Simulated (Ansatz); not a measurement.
# TiO2 (Anatase): the G0W0 gap against the k mesh

Wanted: mesh convergence of the gap correction in TiO2 (Anatase).

Main program and level: Ansatz 0.2.0; G0W0 on PBE, plane waves, PAW.

This is a report of a sequence of runs, with the program logs left out and the cost of each run kept.

## Step 1: The starting structure

The structure is tetragonal, space group I4_1/amd (No. 141). The conventional cell has a = 3.784 Å, b = 3.784 Å, c = 9.515 Å, α = 90.00°, β = 90.00°, γ = 90.00°. Nearest to Ti lie 6 O at 1.93 to 1.98 Å. Nearest to O lie 3 Ti at 1.93 to 1.98 Å. Farther neighbours, and contacts between anions beyond the nearest, are not listed.

The cell and positions come from the Crystallography Open Database and are kept as given unless a step says otherwise. The default PAW set here is soft_2. Its files were made with PBE.

## Step 2: The 4×4×4 mesh

Now the one-shot GW correction: screening in the RPA, then the self-energy of the levels asked for.

The input, input.yaml:

```yaml
crystal:
  lattice:
    - [-1.8921, 1.8921, 4.7573]
    - [1.8921, -1.8921, 4.7573]
    - [1.8921, 1.8921, -4.7573]
  atoms:
    - { symbol: Ti, position: [0.0, 0.0, 0.0] }
    - { symbol: Ti, position: [0.75, 0.25, 0.5] }
    - { symbol: O, position: [0.2081, 0.2081, 0.0] }
    - { symbol: O, position: [0.9581, 0.4581, 0.5] }
    - { symbol: O, position: [0.5419, 0.0419, 0.5] }
    - { symbol: O, position: [0.7919, 0.7919, 0.0] }
kpoints:
  mp_grid: { grid: [4, 4, 4] }
hamiltonian:
  xc: pbe
scf:
  occupations: { method: fixed }
gw:
  n_empty_bands: 154
  ecut_chi: 100
  qp_bands: [v2, c2]
  qp_kpoints: band_edges
  screening: { model: contour_deformation }
```

Command:

```console
$ ansatz run input.yaml --threads 2 --pin off --max-ram 92160MiB --backend cuda --events-out ev --progress --plain --runs-dir out --devices 1 --max-vram 13GiB
```

Run time: 7.8 s. Hardware: 1 × NVIDIA H100 80GB HBM3 (shared by 6 runs) with 2 threads of AMD EPYC 7R13 (Zen 3), shared host; peak memory 1.1 GiB; 7.6 s of CPU time.

Numbers from this step:

```yaml
bands_summed: 178
rpa_eps_infinity_on_this_mesh_eigenvalues: 6.066, 6.881, 6.881
plane_waves_in_the_screening_matrix: 155
q_points_in_the_mesh: 64
g0w0_gap_on_the_mesh: 3.613 eV
k_of_the_valence_top: 0, 0, -0.5
k_of_the_conduction_bottom: 0, 0, 0
starting_gap_on_the_mesh: 2.164 eV
z_at_the_valence_top: 0.7116
z_at_the_conduction_bottom: 0.7311
least_direct_g0w0_gap_on_the_computed_points: 3.927 eV
```

The gap on the mesh goes from 2.16 eV to 3.61 eV, a correction of +1.45 eV. Between the two edge states, bare exchange in place of the xc potential would open the gap by 12.68 eV, and correlation takes back 11.23 eV.

## Step 3: The 6×6×6 mesh

Only the mesh changes. It samples the long-range screening, which converges on its own terms.

Edit input.yaml of step 2 so:

```diff
@@ -13,3 +13,3 @@
 kpoints:
-  mp_grid: { grid: [4, 4, 4] }
+  mp_grid: { grid: [6, 6, 6] }
 hamiltonian:
```

Elapsed: 40 s, on 1 × NVIDIA H100 80GB HBM3 (shared by 6 runs) with 2 threads; peak memory 1.3 GiB.

This step gave:

```
bands summed                                 : 178
RPA ε∞ on this mesh (eigenvalues)            : 6.057, 6.645, 6.645
plane waves in the screening matrix          : 155
q-points in the mesh                         : 216
G0W0 gap on the mesh                         : 3.618 eV
k of the valence top                         : 0, 0, -0.5
k of the conduction bottom                   : 0, 0, 0
starting gap on the mesh                     : 2.167 eV
Z at the valence top                         : 0.7124
Z at the conduction bottom                   : 0.7329
least direct G0W0 gap on the computed points : 3.944 eV
```

Against the run with 4×4×4 mesh, 154 empty bands, screening to 100 eV, the gap moves by +0.005 eV.

## Step 4: The 8×8×8 mesh

Edit input.yaml of step 3 so:

```diff
@@ -13,3 +13,3 @@
 kpoints:
-  mp_grid: { grid: [6, 6, 6] }
+  mp_grid: { grid: [8, 8, 8] }
 hamiltonian:
```

Wall time 2.2 min (1 × NVIDIA H100 80GB HBM3 (shared by 6 runs) with 2 threads); peak memory 1.7 GiB; 3.8 min of CPU time.

Read from the output:

```
bands summed                                 : 178
RPA ε∞ on this mesh (eigenvalues)            : 6.057, 6.644, 6.644
plane waves in the screening matrix          : 155
G0W0 gap on the mesh                         : 3.615 eV
k of the valence top                         : 0, 0, 0.375
k of the conduction bottom                   : 0, 0, 0
starting gap on the mesh                     : 2.165 eV
least direct G0W0 gap on the computed points : 3.925 eV
```

Against the run with 6×6×6 mesh, 154 empty bands, screening to 100 eV, the gap moves by −0.003 eV. A band edge lies at another k point on this mesh, which is part of the change.

## Step 5: The 10×10×10 mesh

Edit input.yaml of step 4 so:

```diff
@@ -13,3 +13,3 @@
 kpoints:
-  mp_grid: { grid: [8, 8, 8] }
+  mp_grid: { grid: [10, 10, 10] }
 hamiltonian:
```

The job ended after 5.1 min (1 × NVIDIA H100 80GB HBM3 (shared by 6 runs) with 2 threads; peak memory 2.2 GiB).

Read from the output:

```
bands summed                                 : 178
RPA ε∞ on this mesh (eigenvalues)            : 6.057, 6.641, 6.641
plane waves in the screening matrix          : 155
G0W0 gap on the mesh                         : 3.582 eV
k of the valence top                         : 0, 0, 0.4
k of the conduction bottom                   : 0, 0, 0
starting gap on the mesh                     : 2.137 eV
least direct G0W0 gap on the computed points : 3.928 eV
```

Against the run with 8×8×8 mesh, 154 empty bands, screening to 100 eV, the gap moves by −0.03 eV, while the start moved by −0.03 eV.

## Step 6: The meshes together

Times are wall times on 1 × NVIDIA H100 80GB HBM3 (shared by 6 runs) with 2 threads of AMD EPYC 7R13 (Zen 3), shared host, good to a factor of about two.

| mesh | points | irreducible | start (eV) | G0W0 (eV) | shift (eV) | RPA ε∞ (mean) | time |
| --- | --- | --- | --- | --- | --- | --- | --- |
| 4×4×4 | 64 | 13 | 2.164 | 3.613 | +1.449 | 6.61 | 7.8 s |
| 6×6×6 | 216 | 30 | 2.167 | 3.618 | +1.451 | 6.45 | 40 s |
| 8×8×8 | 512 | 59 | 2.165 | 3.615 | +1.450 | 6.45 | 2.2 min |
| 10×10×10 | 1000 | 102 | 2.137 | 3.582 | +1.446 | 6.45 | 5.1 min |

## Step 7: Outcome

```json
{
  "4×4×4": "3.613 eV (shift +1.449)",
  "6×6×6": "3.618 eV (shift +1.451)",
  "8×8×8": "3.615 eV (shift +1.450)",
  "10×10×10": "3.582 eV (shift +1.446)",
  "settings": "PBE start, 154 empty bands, 100 eV"
}
```

In words: The shift is +1.45 eV on 4×4×4 and +1.45 eV on 10×10×10. On 10×10×10 the edges lie at (0.000, 0.000, 0.400) and Γ, on 8×8×8 at (0.000, 0.000, 0.375) and Γ, so these two shifts belong to different pairs of states. The RPA ε∞ (mean) ranges from 6.45 to 6.61 and ends at 6.45. From 64 to 1000 points the time grows 39-fold. Bands and cutoff are modest here, so the values stand short of the basis limit.

[Long decimals in the printed logs are rounded to 6 places.]

[Logs are printed without paths, hosts, clocks, repeated set-up lines and the standing remarks that a program may print on its own settings, such as how far it seeks lower states.]

[Paths, hosts, dates, memory and timing lines, banners, echoed tables and standing remarks are left out of the program output; an Ansatz launch command may be rebuilt from the run's recorded settings. Measured values are a selection of at most five: reports struck by readers or far from the other reports are left out. None is set beside runs whose start may be inverted or whose files or cutoffs have a known fault.]

[Runs of the session that timed out or met a known fault of the program may be left out.]

[Cells called generated may have been cut or substituted from an entry of the Crystallography Open Database or the Materials Project.]

[Hosts, paths, dates, database ids (printed as entryN), source tags and the programs' standing remarks are cut or masked in the printed files.]

[Where the starting crystal was built by hand or by swapping elements, it need not be the compound's stable phase.]
